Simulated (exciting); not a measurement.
LuAgO2, space group R-3m, Ag L₃ edge of atom 2, with 2 O at 2.07 Å (linear, site symmetry -3m); the tensor is averaged over the atoms equivalent by symmetry. Method: exciting, all-electron LAPW+lo, LDA, exchange and screened direct term (singlet BSE), 3×3×3 shifted k points, 28 conduction bands, |G+q| up to 3 bohr⁻¹ (2 in the exchange term), full RPA screening with nempty = 52, Lorentzian half width 1.2 eV.

```xyz
4
Lattice="1.6868 0.9739 6.1966 -1.6868 0.9739 6.1966 0.0000 -1.9478 6.1966" Properties=species:S:1:pos:R:3 pbc="T T T"
Lu    0.0000    0.0000    9.2949
Ag    0.0000    0.0000    0.0000
O     0.0000    0.0000    2.0653
O     0.0000    0.0000   16.5246
```

Energy from the Kohn–Sham onset, core level to the lowest empty state found on the meshes used; scaled to the maximum of the polarisation mean:

```csv
E (eV),curve 1,curve 2
-11.0,0.03,0.03
-10.5,0.03,0.03
-10.0,0.04,0.03
-9.5,0.04,0.03
-9.0,0.04,0.04
-8.5,0.05,0.04
-8.0,0.05,0.04
-7.5,0.06,0.05
-7.0,0.07,0.06
-6.5,0.08,0.06
-6.0,0.10,0.07
-5.5,0.12,0.09
-5.0,0.14,0.10
-4.5,0.18,0.12
-4.0,0.23,0.15
-3.5,0.31,0.20
-3.0,0.43,0.27
-2.5,0.62,0.37
-2.0,0.93,0.54
-1.5,1.27,0.73
-1.0,1.37,0.81
-0.5,1.11,0.73
0.0,0.81,0.65
0.5,0.60,0.61
1.0,0.49,0.60
1.5,0.44,0.62
2.0,0.43,0.68
2.5,0.45,0.77
3.0,0.45,0.78
3.5,0.43,0.74
4.0,0.42,0.71
4.5,0.41,0.69
5.0,0.40,0.67
5.5,0.38,0.64
6.0,0.38,0.61
6.5,0.39,0.62
7.0,0.42,0.65
7.5,0.45,0.68
8.0,0.50,0.67
8.5,0.54,0.64
9.0,0.54,0.61
9.5,0.51,0.58
10.0,0.48,0.56
10.5,0.46,0.55
11.0,0.47,0.56
11.5,0.49,0.58
12.0,0.52,0.60
12.5,0.55,0.64
13.0,0.57,0.68
13.5,0.60,0.72
14.0,0.63,0.76
14.5,0.69,0.83
15.0,0.74,0.89
15.5,0.76,0.91
16.0,0.76,0.92
16.5,0.77,0.95
17.0,0.79,0.97
17.5,0.79,0.96
18.0,0.78,0.91
18.5,0.78,0.86
19.0,0.77,0.82
19.5,0.79,0.80
20.0,0.82,0.79
20.5,0.87,0.77
21.0,0.91,0.75
21.5,0.92,0.73
22.0,0.87,0.67
22.5,0.77,0.59
23.0,0.67,0.51
23.5,0.59,0.46
```

Question: The curves are the diagonal elements of Im ε for ε ∥ c and ⊥ c. Which is which?

Curve 1: ε ∥ c, maxima -1.2 eV (1.38), 17.4 eV (0.79) and 21.4 eV (0.92); 2 lower ones aren't listed. Curve 2: ε ⊥ c, maxima -1.1 eV (0.81), 2.8 eV (0.79) and 17.1 eV (0.97); 1 lower ones aren't listed.

[Banner, clock and machine lines of the logs are left out without a mark of their own.]

[Logs are printed without paths, hosts, clocks, repeated set-up lines and the standing remarks that a program may print on its own settings, such as how far it seeks lower states.]

[Hosts, paths, dates, database ids (printed as entryN), source tags and the programs' standing remarks are cut or masked in the printed files.]
